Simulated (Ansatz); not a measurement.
# Heat carried by phonons in GaN (P6_3mc), part 2 of 3

How well does the lattice of GaN conduct heat?

What experiment has found for this phase:
- thermal conductivity 210 W/m/K near room temperature (given in “Combining the AFLOW GIBBS and Elastic Libraries to efficiently and robustly screen thermo-mechanical properties of solids”, 2017, arXiv:1611.05714)

Ansatz 0.2.0; DFT r2SCAN, scalar-relativistic, plane waves, PAW; PAW set soft_1.

So far. Step 2 (Probe on a coarse mesh): The start is under 1.1 GPa at this level and looks like an insulator or semiconductor on this mesh. Step 4 (Relaxing to small residual forces and stress): The residual pressure is 0.0025 GPa, small enough for phonons. The relaxed cell has a = 3.183, c = 5.184 Å (conventional setting).

The database entry behind the starting cell differs from later determinations by our own check (about 0.3 % short, ideal inner coordinate), so it need not match the best structure at ambient conditions.

## (6) Third-order constants and the Boltzmann equation

Pairs of atoms inside the cutoff are displaced in a supercell, the forces give the cubic constants, and these give the three-phonon rates of the Boltzmann equation.

File input.yaml:

```yaml
crystal:
  lattice:
    - [3.1832814087, 0.0, 0.0]
    - [-1.5916407044, 2.7568025673, 0.0]
    - [0.0, 0.0, 5.1838731324]
  atoms:
    - { symbol: Ga, position: [0.3333333333, 0.6666666667, -0.0008902401] }
    - { symbol: Ga, position: [0.6666666667, 0.3333333333, 0.4991097599] }
    - { symbol: "N", position: [0.3333333333, 0.6666666667, 0.3758902401] }
    - { symbol: "N", position: [0.6666666667, 0.3333333333, 0.8758902401] }
kpoints:
  mp_grid: { grid: [9, 9, 6] }
hamiltonian:
  xc: r2scan
  pseudopotentials: { kind: paw, azcp: { folder: soft_1 } }
scf:
  occupations: { method: fixed }
  lower_state_search: "off"
output:
  eigenvalues: true
phonons:
  method: fd
  dielectric: true
  supercell: [3, 3, 2]
  temperatures: { t_max: 1000, t_step: 50 }
  qpath:
    path:
      - [[0.0, 0.0, 0.0], [0.5, 0.0, 0.0], [0.33333333, 0.33333333, 0.0], [0.0, 0.0, 0.0], [0.0, 0.0, 0.5], [0.5, 0.0, 0.5], [0.33333333, 0.33333333, 0.5], [0.0, 0.0, 0.5]]
      - [[0.5, 0.0, 0.5], [0.5, 0.0, 0.0]]
      - [[0.33333333, 0.33333333, 0.0], [0.33333333, 0.33333333, 0.5]]
    npoints: 10
  third_order: { supercell: [3, 3, 2], pair_cutoff: 3.381 }
  lattice_thermal_conductivity:
    qmesh: [17, 17, 9]
    temperatures: [100.0, 150.0, 200.0, 300.0, 400.0, 500.0, 600.0, 800.0]
    isotope_mass_variance:
      - { species: Ga, variance: 0.0001971 }
      - { species: "N", variance: 1.838e-05 }
```

Command:

```
$ ansatz run input.yaml --threads 18 --pin off --max-ram 92160MiB --backend cuda --events-out ev --progress --plain --runs-dir out --max-vram 78GiB
```

Numbers of over 12 decimals in the logs are rounded to 6 here.

Log:

```text
Warning: phonons: the dynamical matrix that this run interpolates holds no multipole term above the dipole-dipole one, and a site of this crystal is no centre of inversion, so its interpolated transverse optical and acoustic branches and sound speeds can stay off near Gamma, and the density of states and the thermodynamics with them. What a run solves at a wave vector of phonons.qpoints, Gamma apart, where the deck admits one, is free of this, and under fd what a larger phonons.supercell samples
Warning: phonons.dielectric: true without phonons.rigid_motions: the static dielectric tensor ε⁰ will be withheld (ε∞, Z* and the rows of modes are given); for a crystal or a slab, whose only rigid motions are the translations, set phonons.rigid_motions: translations
[...]
Crystal: 72 atoms, lattice volume = 818.856 Å³
Basis set: ecut = 500 eV, 20899 PW (Γ), exchange–correlation on 360×360×400 points (125 copies of the dense FFT grid, shifted against one another)
Bands: 396, of which v1, the nominal top of the filled ones, is band 324 counted from 1 (323 counted from 0)
Symmetry: 216 space group operations
k-points: 6 of 27 (time reversal used)
[...]
SCF iter   1: F=-150350.045060 eV  HF=-150350.045060 eV  |F-HF|=1.75e-10  |Δ(HF+E_count)|=         —  Δρ=3.69e-8  dr2=1.00e-11  dr2_τ=4.52e-13  ethr=1.00e-12  ⟨swp⟩=3.0  Hψ=5853  notcnv=0
[...]
SCF iter   2: F=-150350.045060 eV  HF=-150350.045060 eV  |F-HF|=8.73e-11  |Δ(HF+E_count)|=  1.46e-10  Δρ=1.90e-8  dr2=2.70e-12  dr2_τ=1.71e-13  ethr=1.00e-12  ⟨swp⟩=3.0  Hψ=6130  notcnv=0
SCF 1 converged in 2 iterations: F = -150350.045060 eV  dr2 = 2.70e-12
[...]
SCF iter   2: F=-150350.045060 eV  HF=-150350.045060 eV  |F-HF|=8.73e-11  |Δ(HF+E_count)|=  2.62e-10  Δρ=1.30e-8  dr2=1.26e-12  dr2_τ=2.53e-14  ethr=1.00e-12  ⟨swp⟩=2.8  Hψ=4666  notcnv=0
SCF 2 converged in 2 iterations: F = -150350.045060 eV  dr2 = 1.26e-12
[...]
Crystal: 4 atoms, lattice volume = 45.492 Å³
Basis set: ecut = 500 eV, 1129 PW (Γ), exchange–correlation on 96×96×160 points (64 copies of the dense FFT grid, shifted against one another)
Bands: 22, of which v1, the nominal top of the filled ones, is band 18 counted from 1 (17 counted from 0)
Symmetry: 12 space group operations
[...]
SCF 3 converged in 3 iterations: F = -8352.780302 eV  dr2 = 1.57e-12
[...]
ε∞ (high-frequency dielectric tensor):
        5.362421     0.000000     0.000000
        0.000000     5.362421     0.000000
        0.000000     0.000000     5.523160
  ε⁰ (static dielectric tensor): not given — the deck does not say what the cell's rigid motions are, and on a molecule in a box or a wire the rigid rotations would enter the sum over the modes at Γ. For a crystal or a slab, whose only rigid motions are the translations, set phonons.rigid_motions: translations.
  Born effective charges Z* (e; rows j = field, columns β = displacement):
    site 0:
         2.63065    0.00000    0.00000
         0.00000    2.63065    0.00000
         0.00000    0.00000    2.76249
    site 1:
         2.63065    0.00000    0.00000
         0.00000    2.63065    0.00000
         0.00000    0.00000    2.76249
    site 2:
        -2.63065   -0.00000   -0.00000
        -0.00000   -2.63065   -0.00000
        -0.00000   -0.00000   -2.76249
    site 3:
        -2.63065   -0.00000   -0.00000
        -0.00000   -2.63065   -0.00000
        -0.00000   -0.00000   -2.76249
  Z* charge neutrality: 2.181e-3 e pre-enforcement
  solved inside a basis spanned on the 9×9×6 k-mesh, on 10×10×6 k-points, its susceptibility summed on 18×18×10: ε∞ is read to err by 1.6e-2, Z* by 1.9e-2 e; Z* is corrected for what the basis lacks
  optical modes at Γ without the LO–TO term, one row a degenerate level:
      ω (cm⁻¹)  modes    IR ((D/Å)²/amu)
        142.50      2             0.0000
        335.30      1             0.0000
        529.37      1            30.1892
        552.70      2            54.7530
        562.54      2             0.0000
        695.49      1             0.0000
  optical modes at Γ + LO–TO along q̂ = [1.0000, 0.0000, 0.0000]:
      ω (cm⁻¹)  modes    IR ((D/Å)²/amu)
        142.50      2             0.0000
        335.30      1             0.0000
        529.37      1            30.1892
        552.70      1            27.3765
        562.54      2             0.0000
        695.49      1             0.0000
        738.13      1            27.3765
  optical modes at Γ + LO–TO along q̂ = [0.0000, 1.0000, 0.0000]:
      ω (cm⁻¹)  modes    IR ((D/Å)²/amu)
        142.50      2             0.0000
        335.30      1             0.0000
        529.37      1            30.1892
        552.70      1            27.3765
        562.54      2             0.0000
        695.49      1             0.0000
        738.13      1            27.3765
  optical modes at Γ + LO–TO along q̂ = [0.0000, 0.0000, 1.0000]:
      ω (cm⁻¹)  modes    IR ((D/Å)²/amu)
        142.50      2             0.0000
        335.30      1             0.0000
        552.70      2            54.7530
        562.54      2             0.0000
        695.49      1             0.0000
        732.46      1            30.1892
  density of states and harmonic sums: on the 24×24×12 q-mesh, interpolated from the force constants of a 3×3×2 supercell (with the dipole–dipole term)
  largest difference from the sums on the solved wave vectors: F 3.03e-2 eV, S 4.49e-5 and C_V 1.41e-5 eV/K
  zero-point energy: 0.312580 eV/cell   skipped modes (ω ≤ 0): 3   left out of the sums: 3.62e-5 of the cell's modes: C_V's classical limit lies that fraction below 3 k_B per atom; for a crystal, a wire or a layer, F and S can be off by more, and a phonons.interpolated_qmesh denser along its periods is the remedy for the sampling
--- Third-order force constants: 244 member SCFs in a 3×3×2 supercell (pair cutoff 3.381 Å, amplitude 0.03 Å, SCF threshold 1.00e-9 eV, Σ member SCF iterations 2149) ---
  symmetry images taken by strict's conditions (phonons.symmetry_images: auto; settled by no image being taken that strict refuses)
  sum-rule residual: 8.310e-1 → 4.469e-14 eV/Å³; symmetrization residual: 1.786e-1 eV/Å³; largest sum-rule correction relative to its orbit: 3.280e-1, on the orbit of the block of home site 0 with site 2 of cell (0, 0, -1) and site 2 of cell (0, 0, -1), whose norm before the correction was 1.002e0 eV/Å³
--- Lattice thermal conductivity: 17×17×9 mesh (165 irreducible points), tetrahedron method ---
  three-phonon and isotope scattering only; four-phonon, boundary and, in a metal, phonon-electron scattering are left out
  each conductivity is what the modes' populations carry and what the coherences between them add
  conductivity (a third of the tensor's trace), W/(m K), in the relaxation-time approximation and from the full solution:
       T (K)   relaxation time   full solution  iterations             ending  least Ritz value
      100.00          847.9852        907.3058           7          converged          7.095e-1
      150.00          512.8945        548.5082           8          converged          6.317e-1
      200.00          362.3022        386.4808           8          converged          5.988e-1
      300.00          232.0106        246.5094           9          converged          5.738e-1
      400.00          175.1805        185.8241           9          converged          5.636e-1
      500.00          142.7832        151.3966           9          converged          5.576e-1
      600.00          121.4071        128.7466           9          converged          5.536e-1
      800.00           94.3500        100.1297           9          converged          5.484e-1
```

Run time: 12 min. Hardware: 1 × NVIDIA GB200 with 18 threads of Arm Neoverse V2, shared host; peak memory 4 GiB.

Numbers from this step:

| Property | Result |
| --- | --- |
| lowest frequency on the path | 0 cm⁻¹ |
| zero-point energy | 0.3126 eV/cell |
| point group | 6mm |
| highest frequency | 738.1 cm⁻¹ |
| Debye temperature from the second moment | 878 K |
| κ at 300 K (relaxation time) | 232 W/m/K |
| κ at 300 K (full solution) | 246.5 W/m/K |
| dipole term | run |
| mean free path at half of κ | 356 nm |
| share of κ above the three lowest branches | 0.293 |
| third-order blocks | 616 |
| periodic aliases dropped | 24 |
| largest relative sum-rule correction | 0.3280 |
| displaced cells, third order | 244 |

LO-TO term included. Phonon branches along the path, in cm⁻¹:

```
    point  branch 1  branch 2  branch 3  branch 4  branch 9  branch 10  branch 11  branch 12
        Γ         0         0         0       142       562        562        696        738
  halfway       104       116       170       209       586        625        680        720
        M       140       184       207       233       612        641        690        701
  halfway       178       192       223       235       622        639        678        695
        K       212       212       218       257       644        649        649        686
  halfway       131       135       190       224       594        631        676        713
        Γ         0         0         0       142       562        562        696        738
  halfway        61        61       128       135       561        561        702        728
        A       108       108       108       108       557        557        716        716
  halfway       150       150       172       172       595        595        699        699
        L       174       174       178       178       606        606        699        699
  halfway       162       162       213       213       630        630        690        690
        H       158       158       241       241       662        662        668        668
  halfway       166       166       174       174       601        601        696        696
        A       108       108       108       108       557        557        716        716
jump to L       174       174       178       178       606        606        699        699
  halfway       153       174       199       206       607        628        693        702
        M       140       184       207       233       612        641        690        701
jump to K       212       212       218       257       644        649        649        686
  halfway       183       183       226       253       651        658        658        681
        H       158       158       241       241       662        662        668        668
```

W/m/K. Kappa, by row:

```
T (K)  RTA xx  RTA yy  RTA zz  full xx  full yy  full zz  coherence part xx  coherence part yy  coherence part zz     ending  iterations  least Ritz value
  100   835.6   835.6   872.8    895.7    895.7    930.5            0.01256            0.01256            0.00278  converged           7             0.709
  150   512.1   512.1   514.6    548.2    548.2    549.1            0.02234            0.02234            0.00593  converged           8             0.632
  200   364.7   364.7   357.5    389.1    389.1    381.2            0.03202            0.03202             0.0101  converged           8             0.599
  300   235.2   235.2   225.7    249.7    249.7    240.1            0.04902            0.04902            0.01954  converged           9             0.574
  400   178.1   178.1   169.4    188.7    188.7    180.1             0.0623             0.0623            0.02878  converged           9             0.564
  500   145.3   145.3   137.7      154      154    146.3            0.07284            0.07284            0.03736  converged           9             0.558
  600   123.7   123.7   116.8      131      131    124.2            0.08157            0.08157            0.04536  converged           9             0.554
  800   96.25   96.25   90.55      102      102    96.33            0.09583            0.09583            0.06001  converged           9             0.548
```

Table of lattice thermal conductivity by temperature:

```
temperature (K)  RTA xx (W/m/K)  RTA zz (W/m/K)  full xx (W/m/K)  full zz (W/m/K)
            100             836             873              896              930
            150             512             515              548              549
            200             365             358              389              381
            300             235             226              250              240
            400             178             169              189              180
            500             145             138              154              146
            600             124             117              131              124
            800            96.2            90.5              102             96.3
```

Phonopy on the run's constants, 21x21x11 mesh, Gaussian sigma 5.6 cm⁻¹. Modes against wavenumber; read off at these points; values in 1/cm⁻¹/cell:

```
wavenumber (cm⁻¹)       Ga        N
              0.0   4.0e-5   1.0e-5
             20.0   2.0e-4   4.1e-5
             40.0   7.7e-4   1.5e-4
             60.0  0.00172   3.3e-4
             80.0  0.00330   5.9e-4
            100.0  0.00569   9.3e-4
            120.0   0.0101  0.00151
            140.0   0.0218  0.00277
            160.0   0.0421  0.00435
            180.0   0.0371  0.00324
            200.0   0.0310  0.00225
            220.0   0.0258  0.00160
            240.0   0.0178   9.5e-4
            260.0  0.00628   5.9e-4
            280.0   0.0110   7.7e-4
            300.0   0.0316   8.9e-4
            308.6   0.0371   7.5e-4
            320.0   0.0315   4.4e-4
            340.0  0.00462   5.0e-5
            360.0        0        0
            380.0        0        0
            400.0        0        0
            420.0        0        0
            440.0        0        0
            460.0        0        0
            480.0        0        0
            500.0        0        0
            520.0   1.2e-5   4.7e-5
            540.0   5.2e-4  0.00300
            560.0  0.00396   0.0265
            580.0  0.00671   0.0620
            583.1  0.00648   0.0625
            600.0  0.00322   0.0397
            620.0  0.00166   0.0290
            640.0   8.4e-4   0.0247
            660.0   1.1e-4  0.00464
            680.0   8.8e-4   0.0352
            695.8  0.00191   0.0536
            700.0  0.00214   0.0482
            720.0  0.00137  0.00999
            740.0   1.2e-4   6.4e-4
            760.0        0        0
```

Distinct triplets, nearest first. Third order norms, by row:

```
   sites  side 1 (Å)  side 2 (Å)  side 3 (Å)  norm of the 27 components (eV/Å³)
Ga-Ga-Ga           0           0           0                              134.9
   N-N-N           0           0           0                              141.6
  Ga-N-N           0        1.95        1.95                              59.08
 Ga-N-Ga           0        1.95        1.95                              58.62
 Ga-Ga-N           0        1.95        1.95                               56.3
  Ga-N-N           0        1.95        1.95                              56.94
 Ga-Ga-N        1.95        1.95        3.18                               1.34
 Ga-Ga-N        1.95        1.95        3.18                              1.345
  Ga-N-N        1.95        1.95        3.18                              0.912
  Ga-N-N        1.95        1.95        3.18                              0.716
Ga-Ga-Ga           0        3.18        3.18                              3.173
Ga-Ga-Ga        3.18        3.18        3.18                              0.395
Ga-Ga-Ga        3.18        3.18        3.18                              0.243
Ga-Ga-Ga        3.18        3.18        3.18                              0.276
Ga-Ga-Ga           0        3.18        3.18                              3.355
Ga-Ga-Ga           0        3.18        3.18                              3.437
   N-N-N           0        3.18        3.18                              2.683
   N-N-N        3.18        3.18        3.18                              0.198
   N-N-N        3.18        3.18        3.18                              0.219
   N-N-N        3.18        3.18        3.18                              0.267
   N-N-N           0        3.18        3.18                              2.982
   N-N-N           0        3.18        3.18                              2.938
 Ga-Ga-N        1.95        3.18        3.23                               0.39
  Ga-N-N        1.95        3.18        3.23                              0.304
  Ga-N-N           0        3.23        3.23                               0.85
 Ga-N-Ga           0        3.23        3.23                              1.042
```

Born charge (rows field, columns displacement) (e), principal values of the symmetric part by kind of site:

```
atom  atoms with these values    low  middle   high   mean
 Ga1                        2   2.63    2.63   2.76   2.67
  N3                        2  -2.76   -2.63  -2.63  -2.67
```

In full for Ga1:

```
2.63 0.00 0.00
0.00 2.63 0.00
0.00 0.00 2.76
```

RTA, 300 K. Kappa by branch, by row:

```
branch (by rank)  mean frequency (THz)  mean rms speed (km/s)  median lifetime (ps)  share of kappa
               1                  4.27                   2.17                  35.4           0.233
               2                  4.65                   2.48                  37.5           0.234
               3                  5.58                   2.28                  44.9           0.239
               4                  6.26                   2.54                  34.4            0.14
               5                  8.18                   3.06                  10.2           0.126
               6                  9.25                   1.62                  4.26           0.009
               7                 17.16                   1.02                  4.63           0.001
               8                 17.47                   1.26                   6.3           0.003
               9                 18.06                   1.48                  7.12           0.005
              10                 18.64                   1.59                  8.34           0.006
              11                 20.54                    0.9                  10.4           0.002
              12                 21.09                   0.83                   5.2           0.001
```

[end of part 2 of 3]

[Logs are printed without paths, hosts, clocks, repeated set-up lines and the standing remarks that a program may print on its own settings, such as how far it seeks lower states.]

[Hosts, paths, dates, database ids (printed as entryN), source tags and the programs' standing remarks are cut or masked in the printed files.]

[A step with changed settings may run another functional than the one named; its input shows which.]
